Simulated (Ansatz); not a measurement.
# Be2Sn (model cell, started as antifluorite): phonons and vibrational spectra, part 2 of 2

Aim: the phonons of Be2Sn (model cell, started as antifluorite) at a cell relaxed beforehand at this level. After the zone centre comes a 4×4×4 q mesh on a 12×12×12 k mesh.

Ansatz 0.2.0; DFT PBEsol, scalar-relativistic, plane waves, PAW.

So far. Step 2 (Zone-centre response): Before it was imposed, the acoustic sum rule was missed by 1.6e-4 eV/Å². Small misses are needed for a sound result but don't prove that mesh and cutoff are converged. The lowest optical mode is real, 297 cm⁻¹.

The structure was built from a prototype and need not be the compound's stable phase.

### 3. Phonons on a q mesh

Stability and thermal properties need the whole zone. Linear response on a 4×4×4 q mesh gives force constants as far as a supercell of that size would.

input.yaml reads:

```yaml
crystal:
  lattice:
    - [0.0, 2.8806534513, 2.8806534513]
    - [2.8806534513, 0.0, 2.8806534513]
    - [2.8806534513, 2.8806534513, 0.0]
  atoms:
    - { symbol: Sn, position: [0.0, 0.0, 0.0] }
    - { symbol: Be, position: [0.25, 0.25, 0.25] }
    - { symbol: Be, position: [0.75, 0.75, 0.75] }
kpoints:
  mp_grid: { grid: [12, 12, 12] }
hamiltonian:
  xc: pbesol
scf:
  occupations: { method: methfessel_paxton, width: 0.15 }
output:
  eigenvalues: true
phonons:
  method: dfpt
  qmesh: [4, 4, 4]
  temperatures: { t_max: 1000, t_step: 50 }
  qpath:
    path:
      - [[0.0, 0.0, 0.0], [0.5, 0.0, 0.5], [0.625, 0.25, 0.625]]
      - [[0.375, 0.375, 0.75], [0.0, 0.0, 0.0], [0.5, 0.5, 0.5], [0.5, 0.25, 0.75], [0.5, 0.0, 0.5]]
    npoints: 10
```

Started as:

```bash
$ ansatz run input.yaml --threads 4 --pin off --max-ram 7168MiB --backend cpu --events-out ev --progress --plain --runs-dir out
```

Numbers of over 12 decimals in the logs are rounded to 6 here.

What it wrote:

```text
Warning: phonons: the dynamical matrix that this run interpolates holds no multipole term above the dipole-dipole one, and a site of this crystal is no centre of inversion, so its interpolated transverse optical and acoustic branches and sound speeds can stay off near Gamma, and the density of states and the thermodynamics with them. What a run solves at a wave vector of phonons.qpoints, Gamma apart, where the deck admits one, is free of this, and under fd what a larger phonons.supercell samples
[...]
Crystal: 3 atoms, lattice volume = 47.808 Å³
Basis set: ecut = 420 eV, 941 PW (Γ), exchange–correlation on 60×60×60 points (8 copies of the dense FFT grid, shifted against one another)
Bands: 13, of which v1, the nominal top of the filled ones, is band 9 counted from 1 (8 counted from 0)
Symmetry: 48 space group operations
k-points: 72 of 1728
[...]
SCF iter   1: F=—  HF=-6128.936233 eV  |F-HF|=—  |Δ(HF+E_count)|=         —  Δρ=3.67e-3  dr2=7.79e-3  ethr=1.77e-3  ⟨swp⟩=5.1  Hψ=5359  notcnv=0
[...]
SCF iter   9: F=-6128.934175 eV  HF=-6128.934175 eV  |F-HF|=6.37e-12  |Δ(HF+E_count)|=  7.61e-10  S|Δr|=    0.00e0  Δρ=9.66e-8  dr2=2.99e-12  ethr=1.00e-12  ⟨swp⟩=5.1  Hψ=4924  notcnv=0
SCF 1 converged in 9 iterations: F = -6128.934175 eV  dr2 = 2.99e-12
[...]
iter 1 solved again at ethr=1.49e-6 eV; its pass at ethr=3.10e-3 eV (dr2=2.68e-4 eV) is discarded
SCF iter   1: F=—  HF=-6128.934175 eV  |F-HF|=—  |Δ(HF+E_count)|=         —  Δρ=1.24e-6  dr2=5.63e-10  ethr=1.49e-6  ⟨swp⟩=2.0  Hψ=7568  notcnv=0
eigensolver tolerance schedule: the retry pair's looser diagonalisation over-reported the residual by 476748.51 of it (diagonalisation noise at an unbounded share of the residual, at the tolerance the schedule requests for it); recorded, not acted on — ethr = c·dr2/N_el stays at c = 1.0e-1
[...]
SCF iter   2: F=—  HF=-6128.934175 eV  |F-HF|=—  |Δ(HF+E_count)|=   6.90e-7  S|Δr|=    0.00e0  Δρ=6.66e-7  dr2=2.02e-10  ethr=3.13e-12  ⟨swp⟩=4.0  Hψ=2463  notcnv=0
[...]
SCF iter   5: F=-6128.934175 eV  HF=-6128.934175 eV  |F-HF|=0.00e0  |Δ(HF+E_count)|=  8.19e-12  S|Δr|=    0.00e0  Δρ=6.62e-8  dr2=2.10e-12  ethr=1.00e-12  ⟨swp⟩=1.8  Hψ=2263  notcnv=0
SCF 2 converged in 5 iterations: F = -6128.934175 eV  dr2 = 2.10e-12
phonons: the bands overlap, so this run is a metal and interpolates without the dipole-dipole term. If the crystal is really an insulator or semiconductor, its LO-TO splitting is missing
NSCF: frozen V_eff on 72 k-points
[...]
DFPT response loops at q = (0, 0, 0) (fractional): preconditioner auto → Kerker (q_TF=auto, 2.318 Å⁻¹) (partly filled bands, converged f_vac=0.000); β = 1.00, the filter's whole step (`scf.mixing.beta` (0.50) is not read by the response loops under this deck's `scf.mixing.preconditioner`; to damp them name `kerker` or `kerker_dos`, under which they read `scf.mixing.beta`, and type it under 1.00, their step now; both keys bind the ground state too); Broyden in place of MSR1
[...]
SCF converged after 9 iterations
[...]
Free energy (F): -6128.934175 eV
[...]
Internal energy: -6128.934991 eV  (E = F + TS)
E sigma→0 (E₀):  -6128.934379 eV
Entropy (-TS):   0.000816 eV (0.272 meV/atom)
Fermi energy:    8.944193 eV
[...]
--- Band table (eV; the first three rows and the last of 72) ---
  k-point 0: bands = [... 5 lower, -2.4664, 9.7333, 9.7333, 9.7333, 9.9531, 9.9531, 9.9531, 12.8135]
  k-point 1: bands = [... 5 lower, -2.3848, 8.3066, 9.1941, 9.1941, 10.4936, 10.4936, 10.7940, 13.0176]
  k-point 2: bands = [... 5 lower, -2.1417, 6.6586, 8.6465, 8.6465, 10.9226, 10.9226, 11.0185, 13.3423]
  k-point 71: bands = [... 5 lower, 0.6921, 3.6715, 3.6715, 4.5091, 11.7372, 11.7372, 13.1480, 13.6026]
--- Phonons (Γ-DFPT): 2 representative perturbations + reference (Σ response iterations 6) ---
  ASR residual: 1.549e-4 → 0.000e0 eV/Å²; symmetrization residual: 1.544e-7 eV/Å²
  ASR residual per site (eV/Å²): 1.55e-4 4.16e-6 4.16e-6
  Γ frequencies (cm⁻¹): 0.00 0.00 0.00 297.42 297.42 297.42 357.66 357.66 357.66
--- Phonons (arbitrary-q DFPT): 8 irreducible q on the 4×4×4 mesh ---
  q = [0.0000, 0.0000, 0.0000] (star 1, of the zone-centre solve; hermiticity 4.20e-8, symmetrization 2.64e-12): -0.00 -0.00 0.00 297.42 297.42 297.42 357.66 357.66 357.66
  q = [0.0000, 0.0000, 0.2500] (star 8, 2 solved perturbations on 936 of 1728 k-point pairs; hermiticity 1.36e-7, symmetrization 4.75e-12): -32.30 -32.30 108.90 294.03 294.03 337.18 361.35 361.35 417.50
[...]
q = [0.0000, 0.2500, 0.2500] (star 6, 4 solved perturbations in 1608 linear systems a pass and spin channel, the states on 510 of 1728 k-point pairs; hermiticity 5.80e-8, symmetrization 3.59e-13): -48.52 -48.52 113.85 293.87 293.87 366.60 371.25 371.25 401.29
[...]
sum rule: each row above includes the acoustic sum rule's correction from the zone centre's row sums; it moved no ω² by more than (0.60 cm⁻¹)²
  mesh force constants: q→R imaginary residual 4.42e-18; ASR residual 1.549e-4 → 0.000e0 eV/Å²; symmetrization residual 3.553e-15 eV/Å²
  interpolated dispersion: 62 rows × 9 modes
  density of states and harmonic sums: on the 20×20×20 q-mesh, interpolated from the force constants of a 4×4×4 supercell (no non-analytic term)
  largest difference from the sums on the solved wave vectors: F 8.01e-2 eV, S 9.59e-5 and C_V 2.23e-5 eV/K
  zero-point energy: 0.143935 eV/cell   skipped modes (ω ≤ 0): 287, of them read as no rigid motion or as one in doubt: 284 (1.082e0 modes/cell left out, lowest -116.08 cm⁻¹)   left out of the sums: 1.20e-1 of the cell's modes: C_V's classical limit lies that fraction below 3 k_B per atom; for a crystal, a wire or a layer, F and S can be off by more, and a phonons.interpolated_qmesh denser along its periods is the remedy for the sampling
```

Run time: 3.9 min. Hardware: 4 threads of Arm Neoverse V2, shared host; peak memory 2.6 GiB; 15 min of CPU time.

This step gave:

```
lowest frequency on the path                            : -116.1 cm⁻¹
highest frequency on the path or at a solved wavevector : 457.8 cm⁻¹
lowest mode on the q mesh (acoustic modes at Γ apart)   : -116.1 cm⁻¹
```

Frequencies (cm⁻¹) solved at each irreducible wavevector; negative means imaginary. Frequencies by wavevector, by row:

```csv
q in reciprocal lattice units,star,mode 1,mode 2,mode 3,mode 4,mode 5,mode 6,mode 7,mode 8,mode 9
0 0 0,1,0,0,0,297.4,297.4,297.4,357.7,357.7,357.7
0 0 0.25,8,-32.3,-32.3,108.9,294,294,337.2,361.4,361.4,417.5
0 0 -0.5,4,-68.5,-68.5,137.6,330.9,330.9,361.3,361.3,380,457.8
0 0.25 0.25,6,-48.5,-48.5,113.8,293.9,293.9,366.6,371.2,371.2,401.3
0 0.25 -0.5,24,-78.8,81.9,121.6,327.4,333.1,361.5,372.4,388.1,397.5
0 0.25 -0.25,12,-23,95.5,100.1,309.9,346.8,360.3,365.4,373.4,393.9
0 -0.5 -0.5,3,-116.1,-116.1,161.5,346.1,346.1,348.1,348.1,395.1,432.2
0.25 -0.5 -0.25,6,58.5,104.7,104.7,314.9,353.5,353.5,374.3,381.2,389.6
```

Interpolated from a 4×4×4 q mesh. Phonon branches along the path, in cm⁻¹:

```
    point  branch 1  branch 2  branch 3  branch 4  branch 5  branch 6  branch 7  branch 8  branch 9
        Γ         0         0         0       297       297       297       358       358       358
  halfway       -48       -48       114       294       294       367       371       371       401
        X      -116      -116       162       346       346       348       348       395       432
  halfway      -108       -85       156       342       345       350       354       393       420
        U       -87        75       141       332       340       355       371       387       395
jump to K       -87        75       141       332       340       355       371       387       395
  halfway        18        77        82       296       318       340       362       392       393
        Γ         0         0         0       297       297       297       358       358       358
  halfway       -32       -32       109       294       294       337       361       361       418
        L       -68       -68       138       331       331       361       361       380       458
  halfway       -39        70       125       330       347       352       374       379       404
        W        58       105       105       315       354       354       374       381       390
  halfway       -80       -70       149       335       350       351       357       391       410
        X      -116      -116       162       346       346       348       348       395       432
```

The phonon branches as a text plot (rows in cm⁻¹):

```
    446 |                                     ******
    422 |       *********                   **      **        ***
    398 |    *** ********** ******        **          ** ********
    374 |  *******       *******  ****   *    ***************
    350 |**  **   ***********************************************
    326 |  **    ***    *****  *****       **  ***************
    302 |**    **            ******************
    278 |  ****                     *
    255 |
    231 |
    207 |
    183 |
    159 |         *******                                     ***
    135 |       **       ***                  *********     **
    111 |      *           ****             **         *****
     87 |    **              *****         *           **  *
     63 |   *            **      ****     *           *  ***
     39 |  *                      ****   *           *  *   *
     15 | ***                   ******  ***
     -8 |*   **                *     ***   *        *  *
    -32 |                    **             *         *     **
    -56 |      *        *   *                **** ****       *
    -80 |       **     *  **                     *            *
   -104 |         ********                                    ***
         Γ           X  U|K            Γ         L        W     X
```

Tetrahedra on a 20×20×20 mesh, mean over bins of 5 cm-1. Interpolated from a 4×4×4 q mesh. The phonon density of states by wavenumber; read off at these points:

```
wavenumber (cm⁻¹)  phonon density of states (1/cm⁻¹/cell)
             -118                                  5.0e-5
             -102                                 0.00413
              -88                                 0.00649
              -72                                 0.00933
              -62                                  0.0211
              -58                                  0.0186
              -38                                  0.0119
              -22                                 0.00827
               -8                                 0.00676
                8                                 0.00818
               22                                  0.0068
               38                                 0.00834
               52                                  0.0098
               68                                  0.0116
               82                                  0.0141
              102                                  0.0147
              118                                  0.0247
              122                                  0.0289
              132                                  0.0184
              148                                 0.00568
              162                                  2.6e-4
              178                                       0
              192                                       0
              208                                       0
              222                                       0
              238                                       0
              258                                       0
              272                                       0
              288                                  0.0137
              302                                  0.0180
              318                                  0.0290
              332                                  0.0678
              348                                  0.0271
              362                                   0.116
              378                                  0.0714
              388                                  0.0645
              398                                  0.0310
              412                                  0.0158
              428                                 0.00771
              442                                 0.00306
              458                                  1.6e-4
```

The partial phonon density of states has structure finer than the step of the table below, so its rows give means over 20 cm⁻¹, whole bins alone (the curve runs from -125 to 481 cm⁻¹). Peaks (cm⁻¹: height): Be 332.2: 0.0557, 362.7: 0.0868; Sn -60.3: 0.0163, -41.2: 0.0148, 122.6: 0.0241, 362.7: 0.0108.

Phonopy on the run's constants, 17x17x17 mesh, Gaussian sigma 4.3 cm-1. Interpolated from a 4×4×4 q mesh. Table of partial phonon density of states by wavenumber; means over each step; values in 1/cm⁻¹/cell:

```
wavenumber (cm⁻¹)       Be       Sn
             -100  0.00102  0.00353
              -80  0.00178  0.00714
              -60  0.00293   0.0139
              -40  0.00230   0.0119
              -20  0.00126  0.00703
                0   4.7e-4  0.00282
               20  0.00113  0.00701
               40  0.00131  0.00817
               60  0.00129  0.00875
               80  0.00163   0.0119
              100  0.00175   0.0143
              120  0.00201   0.0207
              140   6.4e-4   0.0103
              160   4.3e-5  0.00220
              180        0   8.1e-6
              200        0        0
              220        0        0
              240        0        0
              260   6.5e-7        0
              280  0.00460   4.4e-5
              300   0.0190   4.8e-4
              320   0.0358  0.00164
              340   0.0453  0.00320
              360   0.0701  0.00807
              380   0.0585  0.00429
              400   0.0310  0.00158
              420   0.0114   3.5e-4
              440  0.00378   5.7e-5
              460   6.0e-4   3.1e-6
```

Symmetry leaves 8 wavevectors to solve. The lowest mode among them, the acoustic zeros apart, lies at q = (0, -0.5, -0.5) and is imaginary, 116.1i cm⁻¹, so the energy falls along it.

### 4. Isotope substitution

An isotope changes the mass and not the force constants, so no new electronic calculation is needed; the shifts show which modes move this element.

The same force constants with the mass of Sn changed from 118.710 to 123.905 u (phonopy, no LO-TO term). Both lists are sorted by frequency; levels can cross, so a row need not hold one and the same mode. Modes under 3 cm⁻¹ are left out. Isotope shifts, by row:

```csv
q,rank,natural mass (cm⁻¹),changed mass (cm⁻¹)
0 0 0,4,297.4,297.4
0 0 0,5,297.4,297.4
0 0 0,6,297.4,297.4
0 0 0,7,357.7,356.7
0 0 0,8,357.7,356.7
0 0 0,9,357.7,356.7
0 0 0.25,1,-32.3,-31.71
0 0 0.25,2,-32.3,-31.71
0 0 0.25,3,108.9,106.8
0 0 0.25,4,294,294
0 0 0.25,5,294,294
0 0 0.25,6,337.2,337.1
0 0 0.25,7,361.4,360.3
0 0 0.25,8,361.4,360.3
0 0 0.25,9,417.5,416.9
0 0 -0.5,1,-68.53,-67.32
0 0 -0.5,2,-68.53,-67.32
0 0 -0.5,3,137.6,134.8
0 0 -0.5,4,330.9,330.9
0 0 -0.5,5,330.9,330.9
0 0 -0.5,6,361.3,360
0 0 -0.5,7,361.3,360
0 0 -0.5,8,380,379.5
0 0 -0.5,9,457.8,457.8
0 0.25 0.25,1,-48.52,-47.66
0 0.25 0.25,2,-48.52,-47.66
0 0.25 0.25,3,113.8,111.6
0 0.25 0.25,4,293.9,293.6
0 0.25 0.25,5,293.9,293.6
0 0.25 0.25,6,366.6,366.6
0 0.25 0.25,7,371.2,370.2
0 0.25 0.25,8,371.2,370.2
0 0.25 0.25,9,401.3,400.7
```

A mode of this element alone would shift by -2.12 %. The highest zone-centre frequency without the field goes from 357.7 to 356.7 cm⁻¹ (-0.3 %). The product of the frequency ratios over all optical modes at Γ is 0.992; the product rule, (m/m′)^(3k/2) (M′/M)^(3/2) with k = 1 such atoms and M the mass of the cell, gives 0.992.

### 5. Outcome

```json
{
 "space group (within 0.01 Å)": "Fm-3m",
 "volume per atom": "15.9 Å³",
 "electronic character": "no gap on this mesh",
 "highest optical mode at the zone centre (no LO-TO term)": "358 cm⁻¹",
 "lowest optical zone-centre mode": "297 cm⁻¹",
 "lowest mode on the q mesh (acoustic modes at Γ apart)": "-116 cm⁻¹",
 "highest frequency on the path or at a solved wavevector": "458 cm⁻¹",
 "imaginary modes on the 4×4×4 q mesh": "yes"
}
```

What this shows: Modes are clearly imaginary (beyond 10i cm⁻¹) at 6 of the 8 irreducible wavevectors, most at q = (0, -0.5, -0.5) (116.1i cm⁻¹), so this structure is not a minimum of the energy. The optical modes at Γ span 297 to 358 cm⁻¹. The highest mode in this list at Γ, 357.7 cm⁻¹, is mostly motion of Be (87 % of the kinetic energy). With no gap, or one that is small against the smearing, the frequencies hang on the k mesh and the smearing, most of all near Kohn anomalies. Spin-orbit coupling is left out, which can matter for the heavy elements here. A phonon run warned that its eigensolver left some bands unconverged in a pass. The starting cell was built on a prototype and not taken from a measurement, so the phase need not exist. These are harmonic frequencies at zero temperature: anharmonic shifts, linewidths and thermal expansion are left out.

[Logs are printed without paths, hosts, clocks, repeated set-up lines and the standing remarks that a program may print on its own settings, such as how far it seeks lower states.]

[Hosts, paths, dates, database ids (printed as entryN), source tags and the programs' standing remarks are cut or masked in the printed files.]
